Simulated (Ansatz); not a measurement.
# An extra electron or hole in amorphous SnO2 (72 atoms): runs compared

Does an extra electron or hole in amorphous SnO2 (72 atoms) stay spread out, or do the atoms trap it?

Computed with Ansatz 0.2.0: Kohn-Sham DFT, PBE, PAW (set soft_2), plane waves.

### 1. The cell as built

The cell holds 72 atoms: 24 Sn and 48 O. Its edges and angles: a = 9.851 Å, b = 9.851 Å, c = 9.851 Å, α = 90.0°, β = 90.0°, γ = 90.0°. 72 atoms (24 Sn, 48 O) placed at random at 6.03 g/cm³, melted at 5000 K for 10 ps at fixed volume with the Morse and Coulomb pair potential with partial charges (Pedone, Malavasi, Menziani, Cormack and Segre, J. Phys. Chem. B 110, 11780 (2006)). Quenched from 5000 K to 300 K at 50 K/ps and fixed volume, held 10 ps at zero pressure, then minimised at fixed cell.

Limits known from the start: The quench rate of 50 K/ps is many orders above laboratory rates, so the cell is likely richer in defects and strain than a real sample. The network of bonds at the start is that of the classical potential that made the cell, and needn't be the one that DFT or experiment would give. Sampling is at Γ alone, for a cell whose shortest periodic width is 10 Å.

### 2. The reference run

The reference is a single point at the end of the relaxation.

The charged cells start from the geometry of this run, on a uniform background, with spin and a narrow Fermi–Dirac smearing.

Its input, with most atom lines left out:

```yaml
crystal:
  lattice:
    - [9.85089, 0.0, 0.0]
    - [0.0, 9.85089, 0.0]
    - [0.0, 0.0, 9.85089]
  atoms:
    - { symbol: Sn, position: [0.72293, 0.67518, 0.33139] }
    - { symbol: Sn, position: [0.05066, 0.22032, 0.42231] }
    - { symbol: Sn, position: [0.51027, 0.1905, 0.08473] }
    - { symbol: Sn, position: [0.76844, 0.46599, 0.57536] }
    - { symbol: Sn, position: [0.23791, 0.69992, 0.35531] }
    - { symbol: Sn, position: [0.47036, 0.69886, 0.59036] }
    - { symbol: Sn, position: [0.988, 0.21785, 0.95313] }
    [... atom lines 8 to 72 left out ...]
kpoints:
  mp_grid: { grid: [1, 1, 1] }
hamiltonian:
  xc: pbe
scf:
  occupations: { method: fixed }
output:
  forces: true
  stress: true
  populations: true
  dos:
    method: { smearing: { sigma: 0.08 } }
    de: 0.1
    projected: { site_lists: { O: [O], Sn: [Sn] } }
  eigenvalues: true
  write_density: true
  write_potential: true
  volumetric_format: npy
  elf: true
```

* free energy per atom: -2386.0847 eV/atom
* r.m.s. force component: 0.01038 eV/Å
* pressure: 3.06 GPa

Filled and empty levels are parted by 0.472 eV (at Γ alone); a semilocal functional tends to put such gaps too low. In a disordered cell it changes from sample to sample, and tail or defect levels can set it.

### 3. The runs

Each row is one run, on 4 threads of Intel Xeon Platinum 8488C (Sapphire Rapids), shared host. The free energy is the program's total, comparable only between runs with the same functional, potentials and atoms; between charge states it hangs on the program's zero of potential.

```
                                              run  atoms    outcome  ionic steps, all passes  free energy (eV)     time  host memory (GiB)
                        Single point at the start     72  converged                        -       -171794.938    6.3 s                1.3
                                       Relaxation     72  converged                       11       -171798.098     79 s                1.3
             Single point at the relaxed geometry     72  converged                        -       -171798.098     16 s                1.4
                    An extra electron, atoms held     72  converged                        -       -171789.514     38 s                2.3
                 An extra electron, atoms relaxed     72  converged                        3       -171789.528     46 s                2.2
An extra electron, levels at the relaxed geometry     72  converged                        -       -171789.528     38 s                2.3
          Neutral at the geometry of the electron     72  converged                        -       -171798.088    9.9 s                1.4
                        An extra hole, atoms held     72  converged                        -       -171806.088     39 s                2.2
                     An extra hole, atoms relaxed     72  converged                       12       -171806.281  3.2 min                2.2
    An extra hole, levels at the relaxed geometry     72  converged                        -       -171806.281     34 s                2.2
              Neutral at the geometry of the hole     72  converged                        -       -171797.694     16 s                1.4
```

A closer look about O34, which holds the most spin of the extra hole after relaxation: 9 atoms, nearest first, numbered in the order of the input, with positions taken from that point.

```
atom      x      y      z  distance (Å)  Löwdin charge (e)  moment (μB)
 O34   0.00   0.00   0.00          0.00              -0.61         0.44
Sn14   0.95  -1.69  -0.76          2.09               1.71         0.00
Sn21  -0.99   0.74   1.73          2.12               1.73         0.00
 O42  -2.06   1.23  -0.20          2.41              -0.62         0.38
 O57  -0.14   2.49   1.07          2.71              -0.77         0.00
 O31  -0.51  -1.12   2.50          2.79              -0.78         0.01
 O54   1.97  -1.83   1.09          2.90              -0.76         0.05
Sn22  -0.67   2.73  -0.83          2.93               1.75         0.00
 O67   1.35   2.31  -1.24          2.95              -0.78         0.00
```

### 4. Energies and spread of the extra charge

Energies are differences within one cell and functional; the shift is the gain plus the neutral cell's energy at the new geometry, that is how much cheaper the vertical process becomes there. The spread is the participation number of the site moments (1/Σw², over the spin inside atomic spheres), with the atom that holds the largest share and the spin that the spheres hold in all.

```
 carrier  charged less neutral, atoms held (eV)  gain on relaxing (eV)  neutral cell at that geometry, less the reference (eV)  shift of the vertical energy (eV)       spread, atoms held         spread, relaxed
electron                                  8.584                  0.014                                                   0.010                              0.024   44; O34 6 % of 0.40 μB  44; O34 6 % of 0.40 μB
    hole                                 -7.991                  0.192                                                   0.404                              0.596  12; O42 14 % of 0.93 μB  3; O34 46 % of 0.95 μB
```

### 5. Outcome

The extra electron gains 0.014 eV as the atoms relax, and its spin stays on about 44 atoms: it stays spread out at this level. The cell with the electron ends on a moment of 0.78 μB, short of the 1 μB of one unpaired electron, so the spin density holds only part of the carrier. The extra hole gains 0.19 eV as the atoms relax, and its spin goes from about 12 to 3 atoms: the atoms trap it, with the largest share on O34. The O34–O42 distance goes from 2.72 to 2.41 Å. Adding the two vertical energies gives 0.593 eV, against a gap of 0.472 eV in the neutral cell. The zero of the potential cancels in this sum; the excess isn't taken apart here: charging of a small cell, filling of bands on a coarse mesh and the attraction to the background can all enter.

**Limits.** Single energies of charged cells hang on the program's zero of potential. In the spin-polarised runs the search for a state of lower energy was switched off. No distortion was seeded, so a trapped state behind a barrier can't be found. Local and semilocal functionals favour spread-out charges, so trapping can be missed. The pressure of 3.1 GPa says that the cell would expand at this level of theory. Charged cells carry a uniform background, with no correction for images.

The DFT runs together took 8.5 min of wall time.

[Logs are printed without paths, hosts, clocks, repeated set-up lines and the standing remarks that a program may print on its own settings, such as how far it seeks lower states.]

[Hosts, paths, dates, database ids (printed as entryN), source tags and the programs' standing remarks are cut or masked in the printed files.]
